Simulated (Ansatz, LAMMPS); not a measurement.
# Site preference of a vacancy of S in amorphous Cd12Hg24S36 (72 atoms)

Aim: make a vacancy of S at several sites of amorphous Cd12Hg24S36 (72 atoms), relax each, and compare their energies.

Program: Ansatz 0.2.0. Level of theory: Kohn-Sham DFT, PBE, PAW (set soft_1, large core), plane waves; PAW set soft_1. Values are calculated unless marked as measured.

## 1. Starting point

The cell holds 72 atoms: 12 Cd, 24 Hg and 36 S. Cell: a = 12.348 Å, b = 12.348 Å, c = 12.348 Å, α = 90.0°, β = 90.0°, γ = 90.0°. 72 atoms (12 Cd, 24 Hg, 36 S) placed at random at 6.45 g/cm³, melted at 2500 K for 10 ps at fixed volume with the Stillinger-Weber II-VI potential (Zhou et al., Phys. Rev. B 88, 085309 (2013)). Quenched from 2500 K to 100 K at 1000 K/ps and fixed volume, held 5 ps, then minimised at fixed cell.

Limits known from the start: The quench rate of 1000 K/ps is orders of magnitude faster than experiment, which tends to freeze in extra defects. The starting topology of bonds comes from the classical model, and needn't be the one that DFT or experiment would give. The Brillouin zone is sampled at Γ only, in a cell whose shortest periodic width is 12 Å. No spin–orbit coupling is included, so levels derived from the heavy atoms are approximate.

## 2. Single point at the start

A single point comes first, to see the forces before anything moves.

input.yaml reads:

```yaml
crystal:
  lattice:
    - [12.3485, 0.0, 0.0]
    - [0.0, 12.3485, 0.0]
    - [0.0, 0.0, 12.3485]
  atoms:
    - { symbol: Cd, position: [0.37391, 0.60422, 0.33647] }
    - { symbol: Cd, position: [0.36654, 0.08559, 0.17841] }
    - { symbol: Cd, position: [0.63692, 0.29133, 0.24135] }
    - { symbol: Cd, position: [0.87785, 0.62371, 0.68343] }
    - { symbol: Cd, position: [0.14914, 0.01738, 0.94969] }
    - { symbol: Cd, position: [0.09954, 0.60853, 0.188] }
    - { symbol: Cd, position: [0.53755, 0.78205, 0.77348] }
    - { symbol: Cd, position: [0.38595, 0.8496, 0.45434] }
    - { symbol: Cd, position: [0.91609, 0.85049, 0.03868] }
    - { symbol: Cd, position: [0.80346, 0.54779, 0.02505] }
    - { symbol: Cd, position: [0.81035, 0.16349, 0.01316] }
    - { symbol: Cd, position: [0.91455, 0.10792, 0.30501] }
    - { symbol: Hg, position: [0.16784, 0.44857, 0.68218] }
    - { symbol: Hg, position: [0.41543, 0.56746, 0.93359] }
    - { symbol: Hg, position: [0.11424, 0.63329, 0.91764] }
    - { symbol: Hg, position: [0.91502, 0.32918, 0.53887] }
    - { symbol: Hg, position: [0.9672, 0.0675, 0.73058] }
    - { symbol: Hg, position: [0.21944, 0.30605, 0.3633] }
    - { symbol: Hg, position: [0.18212, 0.6918, 0.54288] }
    - { symbol: Hg, position: [0.25824, 0.8228, 0.75694] }
    - { symbol: Hg, position: [0.97984, 0.30688, 0.20855] }
    - { symbol: Hg, position: [0.64002, 0.45571, 0.75541] }
    - { symbol: Hg, position: [0.68987, 0.5888, 0.5349] }
    - { symbol: Hg, position: [0.47572, 0.32004, 0.91883] }
    - { symbol: Hg, position: [0.1528, 0.92299, 0.32533] }
    - { symbol: Hg, position: [0.35583, 0.77652, 0.07341] }
    - { symbol: Hg, position: [0.9077, 0.91241, 0.51325] }
    - { symbol: Hg, position: [0.02292, 0.32664, 0.85591] }
    - { symbol: Hg, position: [0.4951, 0.02704, 0.88738] }
    - { symbol: Hg, position: [0.72941, 0.91754, 0.7864] }
    - { symbol: Hg, position: [0.44787, 0.14172, 0.4838] }
    - { symbol: Hg, position: [0.57882, 0.86392, 0.16729] }
    - { symbol: Hg, position: [0.67569, 0.20531, 0.60601] }
    - { symbol: Hg, position: [0.23051, 0.45144, 0.07469] }
    - { symbol: Hg, position: [0.59009, 0.62625, 0.27228] }
    - { symbol: Hg, position: [0.19279, 0.11694, 0.58177] }
    - { symbol: S, position: [0.78716, 0.12961, 0.80945] }
    - { symbol: S, position: [0.37206, 0.56342, 0.54684] }
    - { symbol: S, position: [0.11647, 0.27817, 0.04716] }
    - { symbol: S, position: [0.57943, 0.01954, 0.65327] }
    - { symbol: S, position: [0.47452, 0.25393, 0.11902] }
    - { symbol: S, position: [0.70526, 0.09909, 0.30007] }
    - { symbol: S, position: [0.33967, 0.97221, 0.01418] }
    - { symbol: S, position: [0.47808, 0.98707, 0.32491] }
    - { symbol: S, position: [0.17924, 0.1312, 0.24599] }
    - { symbol: S, position: [0.98615, 0.12343, 0.51575] }
    - { symbol: S, position: [0.06156, 0.83471, 0.87679] }
    - { symbol: S, position: [0.51897, 0.35394, 0.60652] }
    - { symbol: S, position: [0.01752, 0.76571, 0.40614] }
    - { symbol: S, position: [0.16027, 0.16265, 0.79802] }
    - { symbol: S, position: [0.27768, 0.31095, 0.56681] }
    - { symbol: S, position: [0.4043, 0.18713, 0.76918] }
    - { symbol: S, position: [0.82971, 0.4458, 0.37603] }
    - { symbol: S, position: [0.77837, 0.69421, 0.35929] }
    - { symbol: S, position: [0.90858, 0.6816, 0.1556] }
    - { symbol: S, position: [0.97324, 0.05185, 0.09529] }
    - { symbol: S, position: [0.93818, 0.53218, 0.86792] }
    - { symbol: S, position: [0.27843, 0.60915, 0.77865] }
    - { symbol: S, position: [0.57992, 0.43446, 0.38568] }
    - { symbol: S, position: [0.02517, 0.54021, 0.5559] }
    - { symbol: S, position: [0.63328, 0.06048, 0.05827] }
    - { symbol: S, position: [0.24594, 0.74336, 0.24636] }
    - { symbol: S, position: [0.54156, 0.74129, 0.56999] }
    - { symbol: S, position: [0.33813, 0.96575, 0.62113] }
    - { symbol: S, position: [0.34737, 0.41662, 0.246] }
    - { symbol: S, position: [0.82316, 0.35209, 0.72574] }
    - { symbol: S, position: [0.71746, 0.83798, 0.98111] }
    - { symbol: S, position: [0.6212, 0.61784, 0.90083] }
    - { symbol: S, position: [0.6995, 0.90757, 0.46389] }
    - { symbol: S, position: [0.79666, 0.35712, 0.12361] }
    - { symbol: S, position: [0.89895, 0.83099, 0.70445] }
    - { symbol: S, position: [0.07361, 0.45769, 0.3268] }
kpoints:
  mp_grid: { grid: [1, 1, 1] }
hamiltonian:
  xc: pbe
  pseudopotentials: { kind: paw, core: large, azcp: { folder: soft_1 } }
scf:
  occupations: { method: gaussian, width: 0.05 }
output:
  forces: true
```

Run with:

```sh
> ansatz run input.yaml --threads 4 --pin off --max-ram 8192MiB --backend cpu --events-out ev --progress --plain --runs-dir out
```

What it wrote:

```text
[...]
Pseudopotentials: kind: paw
Pseudopotential: Cd, paw, valence charge 20, recommended cutoff 420 eV (normal), soft_1/Cd.paw.azcp
Pseudopotential: Hg, paw, valence charge 12, recommended cutoff 420 eV (normal), soft_1/Hg.paw.azcp#standard-large-core
Pseudopotential: S, paw, valence charge 6, recommended cutoff 420 eV (normal), soft_1/S.paw.azcp
[...]
Crystal: 72 atoms, lattice volume = 1882.967 Å³
Basis set: ecut = 420 eV, 36785 PW (Γ), exchange–correlation on 180×180×180 points (8 copies of the dense FFT grid, shifted against one another)
Bands: 444, of which v1, the nominal top of the filled ones, is band 372 counted from 1 (371 counted from 0)
Symmetry: 1 space group operations
Space group: P1 (ITA 1), of the structure as read, at distance tolerance 1.2e-4 Å
k-points: 1
[...]
Initial density: superposition of atomic densities (chi_scale 0.1, normalization cell, long waves kept (reshape's long-wave potential 0.71 eV rms))
Initial wavefunctions: pseudopotential atomic-orbital guess
[...]
SCF iter   1: F=—  HF=-395798.065128 eV  |F-HF|=—  |Δ(HF+E_count)|=         —  Δρ=4.10e-2  dr2=1.89e2  ethr=3.10e-3  ⟨swp⟩=6.0  Hψ=1749  notcnv=0  defer=25
preconditioner: auto → LDOS  [metal: Δε(μ)=0.035 eV  Ē_g=9.137 eV  σ=0.050 eV  W_gap=0.37  n_scr=436 (ndim 8)  ℏωp=21.8 eV  f_vac=0.041  D(μ)=40.29/eV (n_scr^D=250)  β→1.0]
SCF iter   2: F=—  HF=-395789.408403 eV  |F-HF|=—  |Δ(HF+E_count)|=    8.66e0  Δρ=4.07e-2  dr2=5.71e1  ethr=3.10e-3  ⟨swp⟩=3.0  Hψ=905  notcnv=0  defer=60
SCF iter   3: F=—  HF=-395777.902725 eV  |F-HF|=—  |Δ(HF+E_count)|=    1.15e1  Δρ=8.39e-3  dr2=3.10e0  ethr=3.10e-3  ⟨swp⟩=3.0  Hψ=891  notcnv=0  defer=46
automatic band count: iteration 3 solves 431 bands in place of 444: the levels show a gap, and the empty bands left out lie too high to hold charge; the band table lists the bands solved (type scf.n_extra_bands for more)
SCF iter   4: F=—  HF=-395777.483967 eV  |F-HF|=—  |Δ(HF+E_count)|=   4.19e-1  Δρ=2.87e-3  dr2=3.93e-1  ethr=4.17e-4  ⟨swp⟩=2.0  Hψ=791  notcnv=0  defer=50
SCF iter   5: F=—  HF=-395777.451282 eV  |F-HF|=—  |Δ(HF+E_count)|=   3.27e-2  Δρ=1.31e-3  dr2=8.20e-2  ethr=5.28e-5  ⟨swp⟩=2.0  Hψ=665  notcnv=0  defer=50
[...]
SCF iter  13: F=—  HF=-395777.443023 eV  |F-HF|=—  |Δ(HF+E_count)|=   5.22e-7  Δρ=3.72e-6  dr2=5.59e-7  ethr=5.41e-10  ⟨swp⟩=2.0  Hψ=693  notcnv=0  defer=50
SCF iter  14: F=-395777.443023 eV  HF=-395777.443023 eV  |F-HF|=7.44e-8  |Δ(HF+E_count)|=   5.42e-8  Δρ=1.55e-6  dr2=9.90e-8  ethr=1.34e-11  ⟨swp⟩=3.0  Hψ=1726  notcnv=0
SCF 1 converged in 14 iterations: F = -395777.443023 eV  dr2 = 9.90e-8
[...]
SCF converged after 14 iterations
Free energy (F): -395777.443023 eV
Harris-Foulkes:  -395777.443023 eV  (|F-HF|=7.44e-8)
Internal energy: -395777.389131 eV  (E = F + TS)
E sigma→0 (E₀):  -395777.416077 eV
Entropy (-TS):   -0.053892 eV (-0.748 meV/atom)
Fermi energy:    6.650391 eV
--- Per-component energies (eV) ---
[...]
Σ components = -395777.443023   (vs F -395777.443023, Δ=0.00e0)
--- Forces (eV/Å), atoms counted from 1 ---
  atom   1  Cd    -0.28337328    -0.56075035     0.47959589
  atom   2  Cd     0.22504038     0.25151219     0.38988204
  atom   3  Cd     0.21284916    -0.12328365     0.40057892
  atom   4  Cd     0.30374024    -0.17064276    -0.14847686
[...]
atom  72  S     -0.76900189    -0.31271493    -0.11420163
  max |Σ_I F_I| component: 5.74e-5 eV/Å
```

Run time: 26 s. Hardware: 4 threads of Arm Neoverse V2, shared host; peak memory 2.7 GiB.

Reading the cycles: dr2 is the Hartree energy of the density residual (eV), the measure of convergence; HF is the Harris–Foulkes estimate of the energy, which meets the free energy F at convergence.

The program notes that potentials were chosen by core size.

The r.m.s. force at the start is 0.40 eV/Å.

## 3. Relaxation

The atoms are relaxed in the fixed cell, aiming at the force tolerance of the input.

input.yaml reads:

```yaml
crystal:
  lattice:
    - [12.3485, 0.0, 0.0]
    - [0.0, 12.3485, 0.0]
    - [0.0, 0.0, 12.3485]
  atoms:
    [... the 72 atom lines of step 2 ...]
kpoints:
  mp_grid: { grid: [1, 1, 1] }
hamiltonian:
  xc: pbe
  pseudopotentials: { kind: paw, core: large, azcp: { folder: soft_1 } }
scf:
  occupations: { method: gaussian, width: 0.05 }
output:
  forces: true
relax:
  f_tol: 0.05
  max_steps: 120
```

What it wrote:

```text
[...]
Crystal: 72 atoms, lattice volume = 1882.967 Å³
Basis set: ecut = 420 eV, 36785 PW (Γ), exchange–correlation on 180×180×180 points (8 copies of the dense FFT grid, shifted against one another)
Bands: 447, of which v1, the nominal top of the filled ones, is band 372 counted from 1 (371 counted from 0)
Symmetry: 1 space group operations
[...]
k-points: 1
[...]
SCF iter   1: F=—  HF=-395798.065888 eV  |F-HF|=—  |Δ(HF+E_count)|=         —  Δρ=4.10e-2  dr2=1.89e2  ethr=3.10e-3  ⟨swp⟩=6.0  Hψ=1773  notcnv=0  defer=26
[...]
SCF iter  10: F=—  HF=-395777.443033 eV  |F-HF|=—  |Δ(HF+E_count)|=   2.31e-5  Δρ=3.61e-5  dr2=6.78e-5  ethr=2.89e-8  ⟨swp⟩=2.0  Hψ=681  notcnv=0  defer=66
SCF iter  11: F=-395777.443009 eV  HF=-395777.443026 eV  |F-HF|=1.71e-5  |Δ(HF+E_count)|=   7.00e-6  Δρ=1.93e-5  dr2=1.96e-5  ethr=8.40e-9  ⟨swp⟩=4.0  Hψ=1476  notcnv=0
SCF 1 converged in 11 iterations: F = -395777.443009 eV  dr2 = 1.96e-5
[...]
relax step   1: F+E_penalty+E_count = -395777.44300858 eV  Δ(F+E_penalty+E_count) = +0.000e0 eV  max|allowed force component| = 1.164e0 eV/Å  Δτ_max = 0.0000 Å  (11 SCF iters, dr2 threshold 6.25e-5 eV, accepted)
[...]
relax step   2: F+E_penalty+E_count = -395781.10945176 eV  Δ(F+E_penalty+E_count) = -3.666e0 eV  max|allowed force component| = 1.052e0 eV/Å  Δτ_max = 0.1949 Å  (8 SCF iters, dr2 threshold 8.47e-5 eV, accepted)
[...]
relax step   3: F+E_penalty+E_count = -395783.62283999 eV  Δ(F+E_penalty+E_count) = -2.513e0 eV  max|allowed force component| = 1.306e0 eV/Å  Δτ_max = 0.1952 Å  (7 SCF iters, dr2 threshold 6.92e-5 eV, accepted)
relax step   4: F+E_penalty+E_count = -395785.30403429 eV  Δ(F+E_penalty+E_count) = -1.681e0 eV  max|allowed force component| = 1.410e0 eV/Å  Δτ_max = 0.1952 Å  (7 SCF iters, dr2 threshold 1.00e-4 eV, accepted)
relax step   5: F+E_penalty+E_count = -395786.71741829 eV  Δ(F+E_penalty+E_count) = -1.413e0 eV  max|allowed force component| = 1.003e0 eV/Å  Δτ_max = 0.1906 Å  (8 SCF iters, dr2 threshold 1.00e-4 eV, accepted)
relax step   6: F+E_penalty+E_count = -395788.15883689 eV  Δ(F+E_penalty+E_count) = -1.441e0 eV  max|allowed force component| = 6.272e-1 eV/Å  Δτ_max = 0.1990 Å  (7 SCF iters, dr2 threshold 1.00e-4 eV, accepted)
relax step   7: F+E_penalty+E_count = -395789.32778526 eV  Δ(F+E_penalty+E_count) = -1.169e0 eV  max|allowed force component| = 2.148e0 eV/Å  Δτ_max = 0.1950 Å  (10 SCF iters, dr2 threshold 1.00e-4 eV, accepted)
relax step   8: F+E_penalty+E_count = -395790.53276790 eV  Δ(F+E_penalty+E_count) = -1.205e0 eV  max|allowed force component| = 3.846e-1 eV/Å  Δτ_max = 0.1950 Å  (10 SCF iters, dr2 threshold 1.00e-4 eV, accepted)
relax step   9: F+E_penalty+E_count = -395791.30437185 eV  Δ(F+E_penalty+E_count) = -7.716e-1 eV  max|allowed force component| = 7.158e-1 eV/Å  Δτ_max = 0.1922 Å  (13 SCF iters, dr2 threshold 9.25e-6 eV, accepted)
relax step  10: F+E_penalty+E_count = -395791.99472372 eV  Δ(F+E_penalty+E_count) = -6.904e-1 eV  max|allowed force component| = 3.233e-1 eV/Å  Δτ_max = 0.1997 Å  (10 SCF iters, dr2 threshold 3.20e-5 eV, accepted)
relax step  11: F+E_penalty+E_count = -395792.61012103 eV  Δ(F+E_penalty+E_count) = -6.154e-1 eV  max|allowed force component| = 5.605e-1 eV/Å  Δτ_max = 0.1951 Å  (7 SCF iters, dr2 threshold 2.13e-5 eV, accepted)
relax step  12: F+E_penalty+E_count = -395793.27458760 eV  Δ(F+E_penalty+E_count) = -6.645e-1 eV  max|allowed force component| = 6.786e-1 eV/Å  Δτ_max = 0.1959 Å  (6 SCF iters, dr2 threshold 6.41e-5 eV, accepted)
relax step  13: F+E_penalty+E_count = -395793.79621960 eV  Δ(F+E_penalty+E_count) = -5.216e-1 eV  max|allowed force component| = 4.413e-1 eV/Å  Δτ_max = 0.1956 Å  (6 SCF iters, dr2 threshold 1.00e-4 eV, accepted)
relax step  14: F+E_penalty+E_count = -395794.28376354 eV  Δ(F+E_penalty+E_count) = -4.875e-1 eV  max|allowed force component| = 6.261e-1 eV/Å  Δτ_max = 0.1950 Å  (6 SCF iters, dr2 threshold 8.23e-5 eV, accepted)
relax step  15: F+E_penalty+E_count = -395794.73214844 eV  Δ(F+E_penalty+E_count) = -4.484e-1 eV  max|allowed force component| = 2.777e-1 eV/Å  Δτ_max = 0.1960 Å  (6 SCF iters, dr2 threshold 1.00e-4 eV, accepted)
relax step  16: F+E_penalty+E_count = -395795.10822390 eV  Δ(F+E_penalty+E_count) = -3.761e-1 eV  max|allowed force component| = 2.000e-1 eV/Å  Δτ_max = 0.1956 Å  (7 SCF iters, dr2 threshold 1.52e-5 eV, accepted)
relax step  17: F+E_penalty+E_count = -395795.46222628 eV  Δ(F+E_penalty+E_count) = -3.540e-1 eV  max|allowed force component| = 2.588e-1 eV/Å  Δτ_max = 0.1955 Å  (7 SCF iters, dr2 threshold 7.87e-6 eV, accepted)
relax step  18: F+E_penalty+E_count = -395795.76206940 eV  Δ(F+E_penalty+E_count) = -2.998e-1 eV  max|allowed force component| = 2.782e-1 eV/Å  Δτ_max = 0.1950 Å  (6 SCF iters, dr2 threshold 3.48e-5 eV, accepted)
relax step  19: F+E_penalty+E_count = -395796.01146391 eV  Δ(F+E_penalty+E_count) = -2.494e-1 eV  max|allowed force component| = 1.708e-1 eV/Å  Δτ_max = 0.1951 Å  (5 SCF iters, dr2 threshold 7.74e-5 eV, accepted)
relax step  20: F+E_penalty+E_count = -395796.23990952 eV  Δ(F+E_penalty+E_count) = -2.284e-1 eV  max|allowed force component| = 2.549e-1 eV/Å  Δτ_max = 0.1952 Å  (7 SCF iters, dr2 threshold 1.10e-5 eV, accepted)
relax step  21: F+E_penalty+E_count = -395796.47284464 eV  Δ(F+E_penalty+E_count) = -2.329e-1 eV  max|allowed force component| = 2.384e-1 eV/Å  Δτ_max = 0.1926 Å  (6 SCF iters, dr2 threshold 2.45e-5 eV, accepted)
relax step  22: F+E_penalty+E_count = -395796.62693603 eV  Δ(F+E_penalty+E_count) = -1.541e-1 eV  max|allowed force component| = 1.898e-1 eV/Å  Δτ_max = 0.1965 Å  (5 SCF iters, dr2 threshold 4.97e-5 eV, accepted)
relax step  23: F+E_penalty+E_count = -395796.76394127 eV  Δ(F+E_penalty+E_count) = -1.370e-1 eV  max|allowed force component| = 1.638e-1 eV/Å  Δτ_max = 0.2000 Å  (6 SCF iters, dr2 threshold 2.29e-5 eV, accepted)
relax step  24: F+E_penalty+E_count = -395796.87551284 eV  Δ(F+E_penalty+E_count) = -1.116e-1 eV  max|allowed force component| = 1.521e-1 eV/Å  Δτ_max = 0.1957 Å  (6 SCF iters, dr2 threshold 1.70e-5 eV, accepted)
[...]
relax step  38: F+E_penalty+E_count = -395797.88109782 eV  Δ(F+E_penalty+E_count) = -2.378e-2 eV  max|allowed force component| = 6.042e-2 eV/Å  Δτ_max = 0.0743 Å  (8 SCF iters, accepted)
relax step  39: F+E_penalty+E_count = -395797.89970102 eV  Δ(F+E_penalty+E_count) = -1.860e-2 eV  max|allowed force component| = 7.835e-2 eV/Å  Δτ_max = 0.0643 Å  (8 SCF iters, accepted)
relax step  40: F+E_penalty+E_count = -395797.92149333 eV  Δ(F+E_penalty+E_count) = -2.179e-2 eV  max|allowed force component| = 1.246e-1 eV/Å  Δτ_max = 0.1012 Å  (9 SCF iters, accepted)
[...]
relax step  46: F+E_penalty+E_count = -395798.16198230 eV  Δ(F+E_penalty+E_count) = -7.000e-2 eV  max|allowed force component| = 1.944e-1 eV/Å  Δτ_max = 0.1979 Å  (6 SCF iters, dr2 threshold 4.54e-5 eV, accepted)
relax step  47: F+E_penalty+E_count = -395798.24397492 eV  Δ(F+E_penalty+E_count) = -8.199e-2 eV  max|allowed force component| = 1.546e-1 eV/Å  Δτ_max = 0.1965 Å  (6 SCF iters, dr2 threshold 3.14e-5 eV, accepted)
relax step  48: F+E_penalty+E_count = -395798.28563691 eV  Δ(F+E_penalty+E_count) = -4.166e-2 eV  max|allowed force component| = 3.096e-1 eV/Å  Δτ_max = 0.1640 Å  (6 SCF iters, dr2 threshold 1.51e-5 eV, accepted)
relax step  49: F+E_penalty+E_count = -395798.33648654 eV  Δ(F+E_penalty+E_count) = -5.085e-2 eV  max|allowed force component| = 1.216e-1 eV/Å  Δτ_max = 0.1417 Å  (5 SCF iters, dr2 threshold 6.06e-5 eV, accepted)
relax step  50: F+E_penalty+E_count = -395798.35570804 eV  Δ(F+E_penalty+E_count) = -1.922e-2 eV  max|allowed force component| = 2.694e-1 eV/Å  Δτ_max = 0.2000 Å  (9 SCF iters, accepted)
relax step  51: F+E_penalty+E_count = -395798.40912211 eV  Δ(F+E_penalty+E_count) = -5.341e-2 eV  max|allowed force component| = 1.835e-1 eV/Å  Δτ_max = 0.1133 Å  (6 SCF iters, dr2 threshold 1.12e-5 eV, accepted)
relax step  52: F+E_penalty+E_count = -395798.44677507 eV  Δ(F+E_penalty+E_count) = -3.765e-2 eV  max|allowed force component| = 9.585e-2 eV/Å  Δτ_max = 0.2000 Å  (6 SCF iters, dr2 threshold 1.56e-5 eV, accepted)
relax step  53: F+E_penalty+E_count = -395798.46781250 eV  Δ(F+E_penalty+E_count) = -2.104e-2 eV  max|allowed force component| = 7.797e-2 eV/Å  Δτ_max = 0.0735 Å  (6 SCF iters, dr2 threshold 2.51e-6 eV, accepted)
relax step  54: F+E_penalty+E_count = -395798.48231324 eV  Δ(F+E_penalty+E_count) = -1.450e-2 eV  max|allowed force component| = 6.517e-2 eV/Å  Δτ_max = 0.0921 Å  (8 SCF iters, accepted)
relax step  55: F+E_penalty+E_count = -395798.49042498 eV  Δ(F+E_penalty+E_count) = -8.112e-3 eV  max|allowed force component| = 5.846e-2 eV/Å  Δτ_max = 0.0583 Å  (6 SCF iters, dr2 threshold 2.81e-6 eV, accepted)
[...]
relax step  56: F+E_penalty+E_count = -395798.49643356 eV  Δ(F+E_penalty+E_count) = -6.009e-3 eV  max|allowed force component| = 4.997e-2 eV/Å  Δτ_max = 0.0536 Å  (8 SCF iters, accepted)
SCF converged after 8 iterations
Free energy (F): -395798.496434 eV
[...]
Internal energy: -395798.496434 eV  (E = F + TS)
E sigma→0 (E₀):  -395798.496434 eV
Fermi energy:    7.035910 eV
[...]
Σ components = -395798.496434   (vs F -395798.496434, Δ=0.00e0)
--- Forces (eV/Å), atoms counted from 1 ---
  atom   1  Cd     0.03380035     0.01339964    -0.02299895
  atom   2  Cd    -0.00778773    -0.01736057    -0.00216683
  atom   3  Cd    -0.02051987    -0.00698723     0.00873646
  atom   4  Cd    -0.02860162     0.01485059    -0.03199423
[...]
atom  72  S      0.00747390    -0.00374470     0.00118957
  max |Σ_I F_I| component: 2.03e-5 eV/Å
--- Relaxed structure (56 steps of the walk, 56 accepted, 0 SCFs on fresh bases) ---
  F+E_penalty+E_count = -395798.49643356 eV   max|allowed force component| = 4.997e-2 eV/Å
  atoms:
    - { symbol: Cd, position: [0.403370, 0.584957, 0.282666] }
    - { symbol: Cd, position: [0.418807, 0.170581, 0.277724] }
    - { symbol: Cd, position: [0.680157, 0.328949, 0.212386] }
    - { symbol: Cd, position: [0.981247, 0.584071, 0.636363] }
[...]
- { symbol: S, position: [-0.041622, 0.348519, 0.304803] }
```

Elapsed: 13 min, on 4 threads; peak memory 2.7 GiB.

The relaxation converged after 56 steps, 21.1 eV below its start, with a largest force component of 0.050 eV/Å.

(Part 1 of 2 ends here.)

[Long decimals in the printed logs are rounded to 6 places.]

[Logs are printed without paths, hosts, clocks, repeated set-up lines and the standing remarks that a program may print on its own settings, such as how far it seeks lower states.]

[Hosts, paths, dates, database ids (printed as entryN), source tags and the programs' standing remarks are cut or masked in the printed files.]
